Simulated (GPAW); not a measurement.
# Screening of a field by Cl/Au(100), part 2 of 2

Aim: the dipole that a field along the normal induces in Cl/Au(100).

GPAW 26.7.0; GPAW, PAW setups; slab in vacuum, relaxation (the session's first sound run).

So far. Step 4 (In a field): The dipole is now -0.169 e Å, against -0.070 in the run without a field. Step 5 (Field on): The dipole is now -0.119 e Å, against -0.070 in the run without a field.

**8. Field on**

run.py

```python
import json
import numpy as np
from ase import Atoms
from gpaw import GPAW, PW
from gpaw.external import ConstantElectricField

slab = Atoms(
    ['Au', 'Au', 'Au', 'Au', 'Cl'],
    positions=[
        [1.44250, 1.44250, 8.00000],
        [0.00000, 0.00000, 10.04000],
        [1.44250, 1.44250, 12.20609],
        [-0.00000, 0.00000, 14.34719],
        [1.44250, 1.44250, 16.46238]],
    cell=[[2.885, 0.0, 0.0], [0.0, 2.885, 0.0], [0.0, 0.0, 23.5634]],
    pbc=[True, True, False])

slab.calc = GPAW(mode=PW(400), xc='PBE', kpts={'size': (11, 11, 1), 'gamma': True},
                 occupations={'name': 'fermi-dirac', 'width': 0.1}, nbands='160%',
                 convergence={'density': 1e-05}, maxiter=200,
                 poissonsolver={'dipolelayer': 'xy'},
                 external=ConstantElectricField(0.1, [0, 0, 1]),
                 symmetry={'tolerance': 1e-3}, txt='slab.txt')
result = {}
energy = slab.get_potential_energy()
fermi = slab.calc.get_fermi_level()
v = slab.calc.get_electrostatic_potential().mean((0, 1)) - fermi
n = slab.calc.get_pseudo_density().mean((0, 1))
L = slab.cell[2, 2]
z = np.arange(len(v)) * L / len(v)
low, high = slab.positions[:, 2].min(), slab.positions[:, 2].max()
below, above = np.interp([low - 5.8, high + 5.8], z, v)
slopes = [np.interp(x, z, np.gradient(v, z)) for x in (low - 5.8, high + 5.8)]
eps = np.array([[slab.calc.get_eigenvalues(k, s) for k in range(len(slab.calc.get_ibz_k_points()))]
                for s in range(slab.calc.get_number_of_spins())]) - fermi
top, bottom = eps[eps < 0].max(), eps[eps > 0].min()
dipole = slab.get_dipole_moment()[2]
print(f'energy {energy:.4f} eV, Fermi level {fermi:.4f} eV, dipole {dipole:.5f} e A')
print(f'potential 5.8 A off the faces, from the Fermi level: lower {below:.4f} eV, upper {above:.4f} eV')
print(f'slope of the potential there: lower {slopes[0]:.5f}, upper {slopes[1]:.5f} eV/A')
print(f'nearest levels on the mesh: {top:.4f} and {bottom:.4f} eV')
print('magnetic moment', round(slab.get_magnetic_moment(), 3))
result.update(energy=energy, fermi=fermi, dipole=dipole, below=below, above=above, slopes=slopes, edges=[top, bottom],
              z=z.tolist(), v=v.tolist(), n=n.tolist(), positions=slab.positions.tolist(),
              forces=slab.get_forces(apply_constraint=False).tolist(), moments=slab.get_magnetic_moments().tolist())
json.dump(result, open('result.json', 'w'))
```

Started as:

```console
$ OMP_NUM_THREADS=1 OPENBLAS_NUM_THREADS=1 python run.py
```

Output:

```text
energy -13.2269 eV, Fermi level 0.5992 eV, dipole -0.02001 e A
potential 5.8 A off the faces, from the Fermi level: lower 5.5791 eV, upper 6.0141 eV
slope of the potential there: lower -0.00000, upper -0.00001 eV/A
nearest levels on the mesh: -0.0145 and 0.0229 eV
magnetic moment 0.0
```

It took 3.9 min on 1 thread of Arm Neoverse V1, shared host; peak memory 0.38 GiB.

The electrostatic potential energy of an electron (without an applied field's), less the Fermi level, planar mean oscillates, so the rows of the table below give means over windows of 2.1 Å about each position, cut where the curve ends. Its maxima inside the range that stand out by 2 % of the span (Å: eV): 9.0: -1.12, 11.2: -0.306, 13.3: -0.498, 15.6: 1.02. Its minima: 8.0: -19.1, 10.0: -19.5, 12.2: -19.7, 14.3: -19.6, 16.4: -18.8.

Electrostatic potential energy of an electron (without an applied field's), less the Fermi level, planar mean against z; means over each step:

```csv
z (Å),"electrostatic potential energy of an electron (without an applied field's), less the Fermi level, planar mean (eV)"
1.05,5.60
3.15,5.58
5.25,5.49
7.35,-5.80
9.45,-9.57
11.55,-8.89
13.65,-9.04
15.75,-7.10
17.85,3.68
19.95,6.01
22.05,6.01
```

The dipole is now -0.0200 e Å, against -0.070 in the run without a field.

**9. In a field**

run.py: that of step 8 with these lines changed.

```diff
@@ -21,3 +21,3 @@
                  poissonsolver={'dipolelayer': 'xy'},
-                 external=ConstantElectricField(0.1, [0, 0, 1]),
+                 external=ConstantElectricField(0.2, [0, 0, 1]),
                  symmetry={'tolerance': 1e-3}, txt='slab.txt')
```

Output:

```text
energy -13.2273 eV, Fermi level 0.6087 eV, dipole 0.02982 e A
potential 5.8 A off the faces, from the Fermi level: lower 6.1038 eV, upper 5.4552 eV
slope of the potential there: lower -0.00001, upper 0.00002 eV/A
nearest levels on the mesh: -0.0122 and 0.0252 eV
magnetic moment 0.0
```

The job ended after 3.7 min (1 thread; peak memory 0.38 GiB).

The dipole is now 0.0298 e Å, against -0.070 in the run without a field.

**10. In a field**

run.py: that of step 9 with these lines changed.

```diff
@@ -21,3 +21,3 @@
                  poissonsolver={'dipolelayer': 'xy'},
-                 external=ConstantElectricField(0.2, [0, 0, 1]),
+                 external=ConstantElectricField(0.3, [0, 0, 1]),
                  symmetry={'tolerance': 1e-3}, txt='slab.txt')
```

Output:

```text
energy -13.2327 eV, Fermi level 0.6181 eV, dipole 0.07959 e A
potential 5.8 A off the faces, from the Fermi level: lower 6.6285 eV, upper 4.8978 eV
slope of the potential there: lower -0.00005, upper 0.00005 eV/A
nearest levels on the mesh: -0.0091 and 0.0283 eV
magnetic moment 0.0
```

Elapsed: 4.9 min, on 1 thread; peak memory 0.38 GiB.

The dipole is now 0.0796 e Å, against -0.070 in the run without a field.

**11. The series**

The members are put on one axis.

This step: induced dipole against applied field (GPAW 26.7.0).

Table of dipole along the normal by field:

```csv
field (V/Å),dipole along the normal (e·Å)
-0.200,-0.169
-0.100,-0.119
-0.050,-0.0946
0.000,-0.0700
0.050,-0.0449
0.100,-0.0200
0.200,0.0298
0.300,0.0796
```

**12. Outcome**

| Item | Value |
| --- | --- |
| work function, upper and lower face | 6.574 and 5.056 eV |
| dipole along the normal | -0.0700 e Å |
| induced dipole per field | 0.498 e Å per V/Å |
| out-of-plane polarisability per area, α/(ε0 A) | 10.8 Å |

The field induces 0.498 e Å per V/Å, a polarisable thickness α/(ε0 A) of 10.8 Å beside 8.46 Å between the outermost nuclei. A perfect conductor would give the distance between its two image planes; a dielectric of thickness t gives t(1 - 1/ε). The two faces differ by 1.5 eV, the step that the slab's dipole makes (e p/(ε0 A) gives 1.5 eV), so the dipole layer is needed. The induced dipole is linear in the field over this range. The cell of 8.32 Å² holds one Cl, started on one chosen site; other sites and coverages weren't tried. The in-plane lattice was kept as typed, which isn't the functional's own and leaves some strain; spin-orbit coupling and temperature are left out.

[Logs are printed without paths, hosts, clocks, repeated set-up lines and the standing remarks that a program may print on its own settings, such as how far it seeks lower states.]

[Hosts, paths, dates, database ids (printed as entryN), source tags and the programs' standing remarks are cut or masked in the printed files.]
